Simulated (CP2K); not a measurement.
Two runs for the S L₂,₃ edge of 3-fluorothiophene. Run A: CP2K XAS_TDP, all-electron GAPW, PBEh(45%), aug-cc-pVDZ, TDA, ZORA, spin–orbit coupling. Run B differs in one setting.

First lines with a strength over 0.0003. A:

| atom | energy (eV) | states | strength, one atom |
| --- | --- | --- | --- |
| S5 (bonded to 2 C) | 164.46 | 1 | 0.0006 |
|  | 164.57 | 1 | 0.0016 |
|  | 164.90 | 1 | 0.0019 |
|  | 165.63 | 3 | 0.0015 |
|  | 165.99 | 1 | 0.0045 |

B:

| atom | energy (eV) | states | strength, one atom |
| --- | --- | --- | --- |
| S5 (bonded to 2 C) | 167.51 | 2 | 0.0006 |
|  | 167.64 | 1 | 0.0017 |
|  | 167.96 | 1 | 0.0020 |
|  | 168.69 | 3 | 0.0016 |
|  | 169.04 | 1 | 0.0043 |

**Question.** Which was it: GW2X switched on, the basis, the functional?

GW2X switched on. GW2X shifts the lines nearly together; each 2p level gets its own shift. The lowest line over the strength cut lies at 167.51 eV, against 164.46 eV (PBEh(45%), aug-cc-pVDZ).

[Hosts, paths, dates, database ids (printed as entryN), source tags and the programs' standing remarks are cut or masked in the printed files.]
